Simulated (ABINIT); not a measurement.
# SnH2 (Fm-3m): zone-centre phonons, part 2 of 3

Which modes does SnH2 (Fm-3m) have at the zone centre?

ABINIT 10.8.3; DFT LDA, scalar-relativistic, plane waves, HGH norm-conserving pseudopotentials.

So far. Step 5 (Relaxing the cell and atoms): The volume changes by -0.9 % in this run and stands -32.0 % from the first cell. Step 6 (Ground state): The cell stands at -0.51 GPa: the relaxation ran with a smoothed and higher cutoff, and the difference is a stress of the finite basis. The relaxed cell has a = 5.228 Å (conventional setting).

The structure was built from a prototype and need not be the compound's stable phase.

### Step 7. Zone-centre response

At q = 0 one unit cell holds all displacements. The response is solved for single atoms along the cell's directions, and symmetry skips those that follow from others. The crystal is treated as a metal, which screens a static field, so no field response is asked.

dfpt_gamma.abi reads:

```

# common to the responses
getwfk_filepath "gso_WFK"
kptopt 2
nqpt 1
qpt 0.0 0.0 0.0
asr 0
chneut 0

# displacements
rfphon 1
rfatpol 1 3
rfdir 1 1 1
tolvrs 1.0d-10
prtwf 0

# basis, mesh and filling
ecut 35.0
ixc 7
ngkpt 8 8 8
nshiftk 1
shiftk 0.0 0.0 0.0
istwfk *1
occopt 7
tsmear 0.01
nband 8
nstep 100
diemac 1000000.0
prtebands 0
prtgsr 0

# cell and atoms
acell 6.986019972 6.986019972 6.986019972
rprim 
    0.0 0.7071067812 0.7071067812
    0.7071067812 0.0 0.7071067812
    0.7071067812 0.7071067812 0.0
ntypat 2
znucl 50 1
natom 3
typat 1 2 2
xred 
    0.0 0.0 0.0
    0.25 0.25 0.25
    0.75 0.75 0.75
pp_dirpath "./pseudo"
pseudos "Sn.hgh, H.hgh"
```

Started as:

```bash
OMP_NUM_THREADS=1 mpirun -n 2 abinit dfpt_gamma.abi > dfpt_gamma.log
```

Numbers of over 12 decimals in the logs are rounded to 6 here.

dfpt_gamma.abo, the main output file:

```text
[banners, grids, parts of the stress and lines that vanish by symmetry left out]
- input  file    -> dfpt_gamma.abi
- output file    -> dfpt_gamma.abo
- root for input  files -> dfpt_gammai
- root for output files -> dfpt_gammao

 Symmetries : space group Fm -3 m (#225); Bravais cF (face-center cubic)
================================================================================
 Values of the parameters that define the memory need of the present run (RF).
     intxc =       0      iscf =       7    lmnmax =       6     lnmax =       6
     mgfft =      40  mpssoang =       3    mqgrid =    3001     natom =       3
  nloc_mem =       1    nspden =       1   nspinor =       1    nsppol =       1
      nsym =      48    n1xccc =       0    ntypat =       2    occopt =       7
   xclevel =       1
-    mband =           8        mffmem =           1         mkmem =         130
-   mkqmem =         130        mk1mem =         130           mpw =        2421
      nfft =       64000          nkpt =         260
- my_mband =           8
================================================================================
================================================================================

--------------------------------------------------------------------------------
------------- Echo of variables that govern the present computation ------------
--------------------------------------------------------------------------------
-
- outvars: echo of selected default values
-   iomode0 =  0 , fftalg0 =312 , wfoptalg0 =  0
-
- outvars: echo of global parameters not present in the input file
-  max_nthreads =    1
-
 -outvars: echo values of preprocessed input variables
 [... echo left out ...]
================================================================================

 chkinp: Checking input parameters for consistency.

[...]
== DATASET  1 ==================================================================
-   mpi_nproc: 2, omp_nthreads: 1 (-1 if OMP is not activated)

--- !DatasetInfo
iteration_state: {dtset: 1, }
dimensions: {natom: 3, nkpt: 260, mband: 8, nsppol: 1, nspinor: 1, nspden: 1, mpw: 2421, }
cutoff_energies: {ecut:  35.0, pawecutdg:  -1.0, }
electrons: {nelect:   6.00000000E+00, charge:   0.00000000E+00, occopt:   7.00000000E+00, tsmear:   1.00000000E-02, }
meta: {optdriver: 1, rfphon: 1, }
...

 mkfilename: getwfk from: gso_WFK

 Exchange-correlation functional for the present dataset will be:
  LDA: Perdew-Wang 92 LSD fit to Ceperley-Alder data - ixc=7
 Citation for XC functional:
  J.P.Perdew and Y.Wang, PRB 45, 13244 (1992)

 Real(R)+Recip(G) space primitive vectors, cartesian coordinates (Bohr,Bohr^-1):
 R(1)=  0.0000000  4.9398621  4.9398621  G(1)= -0.1012174  0.1012174  0.1012174
 R(2)=  4.9398621  0.0000000  4.9398621  G(2)=  0.1012174 -0.1012174  0.1012174
 R(3)=  4.9398621  4.9398621  0.0000000  G(3)=  0.1012174  0.1012174 -0.1012174
 Unit cell volume ucvol=  2.4108738E+02 bohr^3
 Angles (23,13,12)=  6.00000000E+01  6.00000000E+01  6.00000000E+01 degrees
 setup1 : take into account q-point for computing boxcut.

 getcut: wavevector=  0.0000  0.0000  0.0000  ngfft=  40  40  40
         ecut(hartree)=     35.000   => boxcut(ratio)=   2.14996

--- Pseudopotential description ------------------------------------------------
- pspini: atom type   1  psp file is ./pseudo/Sn.hgh

- pspini: atom type   2  psp file is ./pseudo/H.hgh

   1.51667852E+02                                ecore*ucvol(ha*bohr**3)
--------------------------------------------------------------------------------

 ==>  initialize data related to q vector <==

 The list of irreducible perturbations for this q vector is:
    1)    idir= 1    ipert=   1
    2)    idir= 1    ipert=   2

[...]
The perturbation idir=   2  ipert=   1 is
 symmetric of a previously calculated perturbation.
 So, its SCF calculation is not needed.

 The perturbation idir=   3  ipert=   1 is
 symmetric of a previously calculated perturbation.
 So, its SCF calculation is not needed.

 The perturbation idir=   2  ipert=   2 is
 symmetric of a previously calculated perturbation.
 So, its SCF calculation is not needed.

 The perturbation idir=   3  ipert=   2 is
 symmetric of a previously calculated perturbation.
 So, its SCF calculation is not needed.

 The perturbation idir=   1  ipert=   3 is
 symmetric of a previously calculated perturbation.
 So, its SCF calculation is not needed.

 The perturbation idir=   2  ipert=   3 is
 symmetric of a previously calculated perturbation.
 So, its SCF calculation is not needed.

 The perturbation idir=   3  ipert=   3 is
 symmetric of a previously calculated perturbation.
 So, its SCF calculation is not needed.

--------------------------------------------------------------------------------
 Perturbation wavevector (in red.coord.)   0.000000  0.000000  0.000000
 Perturbation : displacement of atom   1   along direction   1
 Found     4 symmetries that leave the perturbation invariant.

[...]
dfpt_looppert : total number of electrons, from k and k+q
  fully or partially occupied states are    6.000000E+00 and    6.000000E+00.
 Initialisation of the first-order wave-functions :
  ireadwf=   0

--- !BeginCycle
iteration_state: {dtset: 1, }
solver: {iscf: 7, nstep: 100, nline: 4, wfoptalg: 0, }
tolerances: {tolvrs: 1.00E-10, }
...

     iter   2DEtotal(Ha)        deltaE(Ha) residm    vres2
-ETOT  1  0.548144     -4.929E+01 5.540E-01 5.604E+03
 ETOT  2 -0.343863     -8.920E-01 1.652E-03 9.741E+01
 ETOT  3 -0.358526     -1.466E-02 9.768E-05 4.853E-01
 ETOT  4 -0.358580     -5.404E-05 1.687E-07 8.188E-03
 ETOT  5 -0.358581     -7.685E-07 5.539E-09 6.181E-05
[...]
At SCF step    8       vres2   =  1.23E-12 < tolvrs=  1.00E-10 =>converged.
[...]
Mean square residual over all n,k,spin=   14.383E-18; max=  16.599E-17

 Thirteen components of 2nd-order total energy (hartree) are
 1,2,3: 0th-order hamiltonian combined with 1st-order wavefunctions
     kin0=   4.56926212E+01 eigvalue=   2.04882532E+00  local=  -1.19880385E+01
 4,5,6: 1st-order hamiltonian combined with 1st and 0th-order wfs
 loc psp =  -3.50338931E+01  Hartree=   4.23548829E+00     xc=  -4.37124872E+00
 note that "loc psp" includes a xc core correction that could be resolved
 7,8,9: eventually, occupation + non-local contributions
    edocc=   4.69300551E+00     enl0=   9.88426968E+00   enl1=  -6.53559525E+01
 1-9 gives the relaxation energy (to be shifted if some occ is /=2.0)
   erelax=  -5.01949228E+01
 10,11,12 Non-relaxation  contributions : frozen-wavefunctions and Ewald
 fr.local=   1.18506095E+01 fr.nonlo=   3.12020772E+01  Ewald=   6.78365529E+00
 13,14 Frozen wf xc core corrections (1) and (2)
 frxc 1  =   0.00000000E+00  frxc 2 =   0.00000000E+00
 Resulting in :
 2DEtotal=   -0.3585808361E+00 Ha. Also 2DEtotal=   -0.975748163224E+01 eV
    (2DErelax=   -5.0194922807E+01 Ha. 2DEnonrelax=    4.9836341970E+01 Ha)
    (  non-var. 2DEtotal :   -3.5858085880E-01 Ha)

[...]
Perturbation wavevector (in red.coord.)   0.000000  0.000000  0.000000
 Perturbation : displacement of atom   2   along direction   1
 Found     2 symmetries that leave the perturbation invariant.

--------------------------------------------------------------------------------

--------------------------------------------------------------------------------

 dfpt_looppert : total number of electrons, from k and k+q
  fully or partially occupied states are    6.000000E+00 and    6.000000E+00.
 Initialisation of the first-order wave-functions :
  ireadwf=   0

--- !BeginCycle
iteration_state: {dtset: 1, }
solver: {iscf: 7, nstep: 100, nline: 4, wfoptalg: 0, }
tolerances: {tolvrs: 1.00E-10, }
...

     iter   2DEtotal(Ha)        deltaE(Ha) residm    vres2
-ETOT  1   2.426242     -4.804E+01 5.724E-01 1.023E+04
[...]
ETOT  7  0.449316     -1.369E-10 7.638E-12 4.846E-09
 ETOT  8  0.449316     -3.837E-12 1.300E-14 7.182E-11

 At SCF step    8       vres2   =  7.18E-11 < tolvrs=  1.00E-10 =>converged.
[...]
Mean square residual over all n,k,spin=   37.496E-17; max=  13.005E-15

 Thirteen components of 2nd-order total energy (hartree) are
 1,2,3: 0th-order hamiltonian combined with 1st-order wavefunctions
     kin0=   5.22140527E+01 eigvalue=   1.22920431E+00  local=  -1.22301228E+01
 4,5,6: 1st-order hamiltonian combined with 1st and 0th-order wfs
 loc psp =  -1.00035859E+02  Hartree=   9.79493087E+00     xc=  -6.03983900E+00
 note that "loc psp" includes a xc core correction that could be resolved
 7,8,9: eventually, occupation + non-local contributions
    edocc=   4.86814039E+00     enl0=   1.81562879E-01   enl1=   0.00000000E+00
 1-9 gives the relaxation energy (to be shifted if some occ is /=2.0)
   erelax=  -5.00179293E+01
 10,11,12 Non-relaxation  contributions : frozen-wavefunctions and Ewald
 fr.local=   4.62274611E+01 fr.nonlo=   0.00000000E+00  Ewald=   4.23978456E+00
 13,14 Frozen wf xc core corrections (1) and (2)
 frxc 1  =   0.00000000E+00  frxc 2 =   0.00000000E+00
 Resulting in :
 2DEtotal=    0.4493163809E+00 Ha. Also 2DEtotal=    0.122265215875E+02 eV
    (2DErelax=   -5.0017929325E+01 Ha. 2DEnonrelax=    5.0467245706E+01 Ha)
    (  non-var. 2DEtotal :    4.4931636648E-01 Ha)

[...]
---- first-order wavefunction calculations are completed ----

 ==> Compute Derivative Database <==

 [... matrices left out ...]
  Phonon wavevector (reduced coordinates) :  0.00000  0.00000  0.00000
 Phonon energies in Hartree :
  -1.425952E-03 -1.425952E-03 -1.425952E-03 -1.319779E-06 -1.319778E-06
  -1.319775E-06  3.467146E-03  3.467146E-03  3.467146E-03
 Phonon frequencies in cm-1    :
- -3.129604E+02 -3.129604E+02 -3.129604E+02 -2.896579E-01 -2.896577E-01
- -2.896570E-01  7.609505E+02  7.609505E+02  7.609505E+02

== END DATASET(S) ==============================================================
================================================================================

 -outvars: echo values of variables after computation
            acell      6.9860199720E+00  6.9860199720E+00  6.9860199720E+00 Bohr
           etotal      4.4931638091E-01
            fcart      0.0000000000E+00  0.0000000000E+00  0.0000000000E+00
           strten      0.0000000000E+00  0.0000000000E+00  0.0000000000E+00
================================================================================
```

Elapsed: 2.1 min, on 2 MPI ranks of AMD EPYC (Zen 3), shared host; 4.1 min of CPU time.

Numbers from this step:

| Item | Value |
| --- | --- |
| largest acoustic frequency at the zone centre before the sum rule | -0.29 cm⁻¹ |
| highest optical zone-centre mode (no LO-TO term) | 761.0 cm⁻¹ |
| lowest optical zone-centre mode | -313.0 cm⁻¹ |

The acoustic modes at Γ come out as far as 0.3 cm⁻¹ from zero, where they should vanish, a small numerical error. The lowest optical mode is imaginary, 313i cm⁻¹, an instability at this level and on this k mesh.

### Step 8. Modes with the sum rule

anaddb reads the merged derivatives and imposes the acoustic sum rule.

anaddb.abi reads:

```
ddb_filepath "gamma_DDB"
output_file "anaddb.abo"
outdata_prefix "anaddb"
asr 1
chneut 1
enunit 2
eivec 1
nph1l 1
qph1l 0.0 0.0 0.0 1.0
```

mrgddb.in reads:

```
gamma_DDB
merged
2
dfpt_gammao_DDB
gso_DDB
```

Started as:

```bash
mrgddb < mrgddb.in > mrgddb.log
OMP_NUM_THREADS=1 anaddb anaddb.abi > anaddb.log
```

anaddb.abo, the main output file:

```text
-outvars_anaddb: echo values of input variables ----------------------

 Miscellaneous information :
      enunit         2
       eivec         1
         asr         1
 First list of wavevector (reduced coord.) :
       nph1l         1
       qph1l
                     0.00000000E+00  0.00000000E+00  0.00000000E+00    1.000E+00

================================================================================

 read the DDB information and perform some checks

  ==== Info on the Cryst% object ====
 Real(R)+Recip(G) space primitive vectors, cartesian coordinates (Bohr,Bohr^-1):
 R(1)=  0.0000000  4.9398621  4.9398621  G(1)= -0.1012174  0.1012174  0.1012174
 R(2)=  4.9398621  0.0000000  4.9398621  G(2)=  0.1012174 -0.1012174  0.1012174
 R(3)=  4.9398621  4.9398621  0.0000000  G(3)=  0.1012174  0.1012174 -0.1012174
 Unit cell volume ucvol=  2.4108738E+02 bohr^3
 Angles (23,13,12)=  6.00000000E+01  6.00000000E+01  6.00000000E+01 degrees
 Time-reversal symmetry is present
 Reduced atomic positions [iatom, xred, symbol]:
    1)    0.0000000  0.0000000  0.0000000  Sn
    2)    0.2500000  0.2500000  0.2500000   H
    3)    0.7500000  0.7500000  0.7500000   H

 DDB file with 3 blocks has been read.

================================================================================

 Treat the first list of vectors

  Phonon wavevector (reduced coordinates) :  0.00000  0.00000  0.00000
 Phonon energies in Hartree :
  -1.425998E-03 -1.425998E-03 -1.425998E-03  1.590621E-08  1.599212E-08
   1.624740E-08  3.467127E-03  3.467127E-03  3.467127E-03
 Phonon energies in meV     :
- -3.880338E+01 -3.880338E+01 -3.880338E+01  4.328301E-04  4.351676E-04
-  4.421144E-04  9.434532E+01  9.434532E+01  9.434532E+01
 Phonon frequencies in cm-1    :
- -3.129704E+02 -3.129704E+02 -3.129704E+02  3.491010E-03  3.509864E-03
-  3.565893E-03  7.609463E+02  7.609463E+02  7.609463E+02
 Phonon frequencies in Thz     :
- -9.382616E+00 -9.382616E+00 -9.382616E+00  1.046578E-04  1.052231E-04
-  1.069028E-04  2.281260E+01  2.281260E+01  2.281260E+01
 Phonon energies in Kelvin  :
- -4.502946E+02 -4.502946E+02 -4.502946E+02  5.022784E-03  5.049911E-03
-  5.130524E-03  1.094832E+03  1.094832E+03  1.094832E+03

 Eigendisplacements
 (will be given, for each mode : in cartesian coordinates
   for each atom the real part of the displacement vector,
   then the imaginary part of the displacement vector - absolute values smaller than 1.0d-7 are set to zero)
  Mode number    1   Energy   -1.425998E-03
 Attention : low frequency mode.
   (Could be unstable or acoustic mode)
-  1  0.00000000E+00 -3.86457992E-07  2.77760992E-04
-     0.00000000E+00  0.00000000E+00  0.00000000E+00
-  2  0.00000000E+00  2.27594790E-05 -1.63580404E-02
-     0.00000000E+00  0.00000000E+00  0.00000000E+00
-  3  0.00000000E+00  2.27594790E-05 -1.63580404E-02
-     0.00000000E+00  0.00000000E+00  0.00000000E+00
  Mode number    2   Energy   -1.425998E-03
 Attention : low frequency mode.
   (Could be unstable or acoustic mode)
-  1  0.00000000E+00  2.77760990E-04  3.86457960E-07
-     0.00000000E+00  0.00000000E+00  0.00000000E+00
-  2 -1.52784217E-06 -1.63580404E-02 -2.27594771E-05
-     0.00000000E+00  0.00000000E+00  0.00000000E+00
-  3 -1.52784217E-06 -1.63580404E-02 -2.27594771E-05
-     0.00000000E+00  0.00000000E+00  0.00000000E+00
  Mode number    3   Energy   -1.425998E-03
 Attention : low frequency mode.
   (Could be unstable or acoustic mode)
-  1  2.77761259E-04  0.00000000E+00  0.00000000E+00
-     0.00000000E+00  0.00000000E+00  0.00000000E+00
-  2 -1.63580562E-02  1.52781348E-06  0.00000000E+00
-     0.00000000E+00  0.00000000E+00  0.00000000E+00
-  3 -1.63580562E-02  1.52781348E-06  0.00000000E+00
-     0.00000000E+00  0.00000000E+00  0.00000000E+00
  Mode number    4   Energy    1.590621E-08
 Attention : low frequency mode.
   (Could be unstable or acoustic mode)
-  1  0.00000000E+00  0.00000000E+00 -2.13167201E-03
-     0.00000000E+00  0.00000000E+00  0.00000000E+00
-  2  0.00000000E+00  0.00000000E+00 -2.13148847E-03
-     0.00000000E+00  0.00000000E+00  0.00000000E+00
-  3  0.00000000E+00  0.00000000E+00 -2.13148847E-03
-     0.00000000E+00  0.00000000E+00  0.00000000E+00
  Mode number    5   Energy    1.599212E-08
 Attention : low frequency mode.
   (Could be unstable or acoustic mode)
-  1  0.00000000E+00 -2.13167201E-03  0.00000000E+00
-     0.00000000E+00  0.00000000E+00  0.00000000E+00
-  2  0.00000000E+00 -2.13148847E-03  0.00000000E+00
-     0.00000000E+00  0.00000000E+00  0.00000000E+00
-  3  0.00000000E+00 -2.13148847E-03  0.00000000E+00
-     0.00000000E+00  0.00000000E+00  0.00000000E+00
  Mode number    6   Energy    1.624740E-08
 Attention : low frequency mode.
   (Could be unstable or acoustic mode)
-  1  2.13167201E-03  0.00000000E+00  0.00000000E+00
-     0.00000000E+00  0.00000000E+00  0.00000000E+00
-  2  2.13148847E-03  0.00000000E+00  0.00000000E+00
-     0.00000000E+00  0.00000000E+00  0.00000000E+00
-  3  2.13148847E-03  0.00000000E+00  0.00000000E+00
-     0.00000000E+00  0.00000000E+00  0.00000000E+00
  Mode number    7   Energy    3.467127E-03
-  1  0.00000000E+00  0.00000000E+00  0.00000000E+00
-     0.00000000E+00  0.00000000E+00  0.00000000E+00
-  2  2.29658636E-06  6.79730540E-06  1.64963389E-02
-     0.00000000E+00  0.00000000E+00  0.00000000E+00
-  3 -2.29658636E-06 -6.79730540E-06 -1.64963389E-02
-     0.00000000E+00  0.00000000E+00  0.00000000E+00
  Mode number    8   Energy    3.467127E-03
-  1  0.00000000E+00  0.00000000E+00  0.00000000E+00
-     0.00000000E+00  0.00000000E+00  0.00000000E+00
-  2  1.76517629E-06  1.64963390E-02 -6.79755117E-06
-     0.00000000E+00  0.00000000E+00  0.00000000E+00
-  3 -1.76517629E-06 -1.64963390E-02  6.79755117E-06
-     0.00000000E+00  0.00000000E+00  0.00000000E+00
  Mode number    9   Energy    3.467127E-03
-  1  0.00000000E+00  0.00000000E+00  0.00000000E+00
-     0.00000000E+00  0.00000000E+00  0.00000000E+00
-  2  1.64963402E-02 -1.76612247E-06 -2.29585881E-06
-     0.00000000E+00  0.00000000E+00  0.00000000E+00
-  3 -1.64963402E-02  1.76612247E-06  2.29585881E-06
-     0.00000000E+00  0.00000000E+00  0.00000000E+00

 Analysis of degeneracies and characters (maximum tolerance=1.00E-06 a.u.)
 For each vibration mode, or group of modes if degenerate,
 the characters are given for each symmetry operation (see the list in the log file).
 Symmetry characters of vibration mode #   1
       degenerate with vibration modes #   2 to    3
  3.0 -3.0 -1.0  1.0 -1.0  1.0 -1.0  1.0  1.0 -1.0 -1.0  1.0  1.0 -1.0 -1.0  1.0
 -0.0  0.0 -0.0  0.0  0.0 -0.0  0.0 -0.0  1.0 -1.0 -1.0  1.0 -1.0  1.0  1.0 -1.0
 -0.0  0.0  0.0 -0.0  0.0 -0.0 -0.0  0.0  1.0 -1.0  1.0 -1.0 -1.0  1.0 -1.0  1.0
 Symmetry characters of vibration mode #   4
       degenerate with vibration modes #   5 to    6
  3.0 -3.0 -1.0  1.0 -1.0  1.0 -1.0  1.0  1.0 -1.0 -1.0  1.0  1.0 -1.0 -1.0  1.0
  0.0 -0.0  0.0 -0.0 -0.0  0.0  0.0 -0.0  1.0 -1.0 -1.0  1.0 -1.0  1.0  1.0 -1.0
  0.0 -0.0 -0.0  0.0  0.0 -0.0  0.0 -0.0  1.0 -1.0  1.0 -1.0 -1.0  1.0 -1.0  1.0
 Symmetry characters of vibration mode #   7
       degenerate with vibration modes #   8 to    9
  3.0  3.0 -1.0 -1.0 -1.0 -1.0 -1.0 -1.0  1.0  1.0 -1.0 -1.0  1.0  1.0 -1.0 -1.0
  0.0  0.0  0.0  0.0 -0.0 -0.0  0.0  0.0  1.0  1.0 -1.0 -1.0 -1.0 -1.0  1.0  1.0
  0.0  0.0 -0.0 -0.0 -0.0 -0.0  0.0  0.0  1.0  1.0  1.0  1.0 -1.0 -1.0 -1.0 -1.0
-
```

It took 1 s on 1 thread.

No LO-TO term; unit eigenvectors of the mass-weighted matrix, from anaddb's displacements. The modes at Γ (shares of kinetic energy by element, %) (negative means imaginary):

```csv
mode,frequency (cm⁻¹),symmetry,Sn %,H %
1,-313.0,T1u,2,98
2,-313.0,T1u,2,98
3,-313.0,T1u,2,98
4,0.0,acoustic,98,2
5,0.0,acoustic,98,2
6,0.0,acoustic,98,2
7,760.9,T2g,0,100
8,760.9,T2g,0,100
9,760.9,T2g,0,100
```

Displacements in mode 3 (-313.0 cm⁻¹), the largest set to 1:
```
Sn1  0.02  0.00  0.00
H2  -1.00  0.00  0.00
H3  -1.00  0.00  0.00
```

Displacements in mode 9 (760.9 cm⁻¹), the largest set to 1:
```
Sn1  0.00  0.00  0.00
H2   1.00  0.00  0.00
H3  -1.00  0.00  0.00
```

The rule moves no optical mode by more than 0.1 cm⁻¹.

(Continued in part 3 of 3.)

[Host names and launcher messages were left out of these logs when they were recorded.]

[Logs are printed without paths, hosts, clocks, repeated set-up lines and the standing remarks that a program may print on its own settings, such as how far it seeks lower states.]

[Hosts, paths, dates, database ids (printed as entryN), source tags and the programs' standing remarks are cut or masked in the printed files.]
